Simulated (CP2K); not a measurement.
Consider acetic anhydride at its PBE geometry (Å).

```xyz
13

C    -2.3332    0.3596    0.3282
C    -1.2178    0.1245   -0.6555
O    -1.3185    0.0675   -1.8550
O    -0.0061   -0.0205    0.0681
C     1.2426   -0.2131   -0.5747
C     2.3159   -0.3069    0.4804
O     1.3979   -0.2828   -1.7676
H    -2.1290    1.2619    0.9198
H    -3.2728    0.4736   -0.2191
H    -2.4043   -0.4808    1.0313
H     3.2827   -0.4712   -0.0035
H     2.0974   -1.1291    1.1748
H     2.3451    0.6175    1.0728
```

Method: CP2K XAS_TDP, all-electron GAPW, PBEh(45%), aug-cc-pVDZ, TDA, GW2X-corrected core level, no relativity.

Where do the O K-edge lines lie, and how strong are they?

Leading lines: O3 532.14 eV and O4 535.77 eV. The leading line of an atom is its first one with 35 % of the strongest within 2.5 eV of its lowest line over the strength cut. Core ionisation energies at this level: O3 538.30 and O4 539.21 eV.

The first six lines of each atom with a strength over 0.0015:

| atom | energy (eV) | states | strength, one atom | above the computed threshold |
| --- | --- | --- | --- | --- |
| O3 (bonded to C), 2 alike | 532.14 | 1 | 0.0427 |  |
|  | 538.88 | 1 | 0.0034 | yes |
|  | 539.19 | 1 | 0.0030 | yes |
|  | 539.60 | 1 | 0.0015 | yes |
|  | 539.94 | 1 | 0.0045 | yes |
|  | 540.39 | 1 | 0.0053 | yes |
| O4 (bonded to 2 C) | 535.77 | 1 | 0.0248 |  |
|  | 538.04 | 1 | 0.0178 |  |
|  | 538.06 | 1 | 0.0125 |  |
|  | 538.93 | 1 | 0.0328 |  |
|  | 539.20 | 1 | 0.0017 |  |
|  | 539.40 | 1 | 0.0076 | yes |

Lines are vertical, at one geometry, with no vibrational structure. GW2X ionisation energies and lines can be off by 1 to 2 eV either way, and a good line position may hide errors that cancel. These values hold no scalar relativity, about 0.4 eV for O 1s. Rydberg lines, and the discretised continuum above threshold, depend on the basis and the box.

[Banner, clock and machine lines of the logs are left out without a mark of their own.]

[Logs are printed without paths, hosts, clocks, repeated set-up lines and the standing remarks that a program may print on its own settings, such as how far it seeks lower states.]

[Hosts, paths, dates, database ids (printed as entryN), source tags and the programs' standing remarks are cut or masked in the printed files.]
